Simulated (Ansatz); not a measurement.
## Be (P6_3/mmc, 2 atoms in the cell): the cell at rest

Aim: bring Be (P6_3/mmc, 2 atoms in the cell) to small forces and stress, as phonons need.

Main program and level: Ansatz 0.2.0; DFT LDA, scalar-relativistic, plane waves, PAW; PAW set soft_1.

Most raw output is cut from this account.

**1. Set-up**

Symmetry: P6_3/mmc, No. 194, hexagonal system. The conventional cell has a = 2.285 Å, b = 2.285 Å, c = 3.584 Å, α = 90.00°, β = 90.00°, γ = 120.00°. Nearest to Be lie 12 Be at 2.23 to 2.29 Å.

**2. A coarse first look**

First a cheap look: the gap decides the mesh and the occupations, the pressure tells how far the cell has to move.

File input.yaml:

```yaml
crystal:
  lattice:
    - [2.2853, 0.0, 0.0]
    - [-1.14265, 1.9791278553, 0.0]
    - [0.0, 0.0, 3.5842]
  atoms:
    - { symbol: Be, position: [0.3333333333, 0.6666666667, 0.25] }
    - { symbol: Be, position: [0.6666666667, 0.3333333333, 0.75] }
kpoints:
  mp_grid: { grid: [9, 9, 6] }
hamiltonian:
  xc: lda
  pseudopotentials: { kind: paw, azcp: { folder: soft_1 }, xc_functional: pbe }
scf:
  occupations: { method: gaussian, width: 0.1 }
output:
  forces: true
  stress: true
  eigenvalues: true
```

Run with:

```bash
> ansatz run input.yaml --threads 4 --pin off --max-ram 10240MiB --backend cpu --events-out ev --progress --plain --runs-dir out
```

It took 0.24 s on 4 threads of Arm Neoverse V1, shared host; peak memory 0.23 GiB; 0.56 s of CPU time.

This step gave:

```
pressure          : -8.356 GPa
volume per atom   : 8.105 Å³
gap on the k-mesh : 0 eV
```

The coarse mesh shows no gap and a pressure of -8.4 GPa.

**3. Coarse relaxation**

A rough relaxation comes first, because large forces or stress need no tight tolerances yet.

Changes to input.yaml since step 2:

```diff
@@ -19 +19,6 @@
   eigenvalues: true
+relax:
+  adjacent_minimum: "off"
+  f_tol: 0.05
+  max_steps: 80
+  cell: { stress_tol: 0.5 }
```

Wall time 0.84 s (4 threads); peak memory 0.24 GiB.

The steps of the relaxation:

```
step  energy less that of the first step (eV)  largest force component (eV/Å)  pressure (GPa)  volume (Å³)
   1                                   0.0000                          0.0000           -8.36        16.21
   2                                  -0.0254                          0.0000           -3.75        15.56
   3                                  -0.0308                          0.0000            0.40        15.05
   4                                  -0.0309                          0.0000            0.00        15.10
  5*                                  -0.0308                          0.0000           -0.01        15.10
```

Relaxation steps marked * repeat the geometry before them on a plane-wave basis chosen anew for their cell, so energy and pressure can jump there.

Forces are held to the 24 operations that the run works with; a distortion that breaks them can't arise in this run.

| conventional cell, symmetrised | before | after | change |
| --- | --- | --- | --- |
| a (Å) | 2.285 | 2.235 | -2.2 % |
| b (Å) | 2.285 | 2.235 | -2.2 % |
| c (Å) | 3.584 | 3.490 | -2.6 % |
| volume (Å³/atom) | 8.11 | 7.55 | -6.8 % |

The relaxed structure:

```xyz
2
Lattice="2.2354 0.0000 0.0000 -1.1177 1.9359 0.0000 0.0000 0.0000 3.4898" Properties=species:S:1:pos:R:3 pbc="T T T"
Be    0.0000    1.2906    0.8725
Be    1.1177    0.6453    2.6174
```

Numbers from this step:

| Quantity | Value |
| --- | --- |
| pressure | -0.007933 GPa |
| volume per atom | 7.551 Å³ |

In this step the volume went from 8.11 to 7.55 Å³/atom.

**4. Relaxation**

Harmonic phonons are second derivatives at a point where the forces vanish, and they are wanted at zero stress, so atoms and cell are relaxed first.

input.yaml, the sections that differ from step 3:

```yaml
crystal:
  lattice:
    - [2.2353605474, 0.0, 0.0]
    - [-1.1176802737, 1.9358790206, 0.0]
    - [0.0, 0.0, 3.4898465795]
  atoms:
    - { symbol: Be, position: [0.3333333333, 0.6666666667, 0.25] }
    - { symbol: Be, position: [0.6666666667, 0.3333333333, 0.75] }
kpoints:
  mp_grid: { grid: [21, 21, 12] }
relax:
  adjacent_minimum: "off"
  f_tol: 0.005
  max_steps: 80
  cell: { stress_tol: 0.05 }
# hamiltonian, scf, output: as in step 3
```

It took 3 s on 4 threads; peak memory 0.32 GiB; 11 s of CPU time.

The steps of the relaxation:

```csv
step,energy less that of the first step (eV),largest force component (eV/Å),pressure (GPa),volume (Å³)
1,0.0000,0.0000,0.03,15.10
2,-0.0016,0.0000,-0.02,15.09
3,-0.0016,0.0000,0.00,15.09
4*,-0.0016,0.0000,0.00,15.09
```

Relaxation steps marked * repeat the geometry before them on a plane-wave basis chosen anew for their cell, so energy and pressure can jump there.

Forces are held to the 24 operations that the run works with; a distortion that breaks them can't arise in this run.

```csv
"conventional cell, symmetrised",before,after,change
a (Å),2.235,2.226,-0.4 %
b (Å),2.235,2.226,-0.4 %
c (Å),3.490,3.516,+0.8 %
volume (Å³/atom),7.55,7.54,-0.1 %
```

Final coordinates:

```xyz
2
Lattice="2.2260 0.0000 0.0000 -1.1130 1.9277 0.0000 0.0000 0.0000 3.5162" Properties=species:S:1:pos:R:3 pbc="T T T"
Be    0.0000    1.2852    0.8791
Be    1.1130    0.6426    2.6372
```

This step gave:

| Quantity | Value |
| --- | --- |
| pressure | -0.004651 GPa |
| volume per atom | 7.544 Å³ |

In this step the volume went from 7.55 to 7.54 Å³/atom.

**5. Relaxing to small forces for the phonons**

Phonons need a cell at rest on their own settings, so the relaxation is repeated with tight tolerances on forces and stress on the k mesh and occupations of the first response run.

input.yaml, the sections that differ from step 4:

```yaml
crystal:
  lattice:
    - [2.2259697348, 0.0, 0.0]
    - [-1.1129848674, 1.9277463384, 0.0]
    - [0.0, 0.0, 3.5162244346]
  atoms:
    - { symbol: Be, position: [0.3333333333, 0.6666666667, 0.25] }
    - { symbol: Be, position: [0.6666666667, 0.3333333333, 0.75] }
kpoints:
  mp_grid: { grid: [24, 24, 12] }
scf:
  occupations: { method: methfessel_paxton, width: 0.2 }
relax:
  adjacent_minimum: "off"
  f_tol: 0.001
  max_steps: 60
  cell: { stress_tol: 0.01 }
# hamiltonian, output: as in step 4
```

Run time: 3.6 s. Hardware: 4 threads; peak memory 0.34 GiB; 13 s of CPU time.

Step by step:

```csv
step,energy less that of the first step (eV),largest force component (eV/Å),pressure (GPa),volume (Å³)
1,0.0000,0.0000,0.02,15.09
2,-0.0001,0.0000,0.02,15.09
3,-0.0001,0.0000,0.01,15.09
4*,-0.0001,0.0000,0.01,15.09
```

Relaxation steps marked * repeat the geometry before them on a plane-wave basis chosen anew for their cell, so energy and pressure can jump there.

The run keeps the 24 symmetry operations that it works with, so distortions that break them were not tested.

```
conventional cell, symmetrised  before  after  change
                         a (Å)   2.226  2.228  +0.1 %
                         b (Å)   2.226  2.228  +0.1 %
                         c (Å)   3.516  3.511  -0.1 %
              volume (Å³/atom)    7.54   7.55  +0.0 %
```

The relaxed structure:

```xyz
2
Lattice="2.2278 0.0000 0.0000 -1.1139 1.9294 0.0000 0.0000 0.0000 3.5114" Properties=species:S:1:pos:R:3 pbc="T T T"
Be    0.0000    1.2862    0.8778
Be    1.1139    0.6431    2.6335
```

This step gave:

```
pressure        : 0.006712 GPa
volume per atom : 7.546 Å³
```

The forces vanish by symmetry and the pressure is 0.007 GPa, within the tolerances set. The cell now holds 7.55 Å³/atom.

**6. What came out**

```json
{
 "space group after relaxation (within 0.01 Å)": "P6_3/mmc",
 "lattice constant a": "2.228 Å",
 "lattice constant b": "2.228 Å",
 "lattice constant c": "3.511 Å",
 "volume per atom": "7.55 Å³"
}
```

The forces vanish by symmetry and the pressure is 0.007 GPa, within the tolerances set. The cell now holds 7.55 Å³/atom. The relaxation keeps the symmetry of its start, so it says nothing on stability against lower symmetry. The PAW files were made for PBE and serve the other functionals too.

[Logs are printed without paths, hosts, clocks, repeated set-up lines and the standing remarks that a program may print on its own settings, such as how far it seeks lower states.]

[Hosts, paths, dates, database ids (printed as entryN), source tags and the programs' standing remarks are cut or masked in the printed files.]
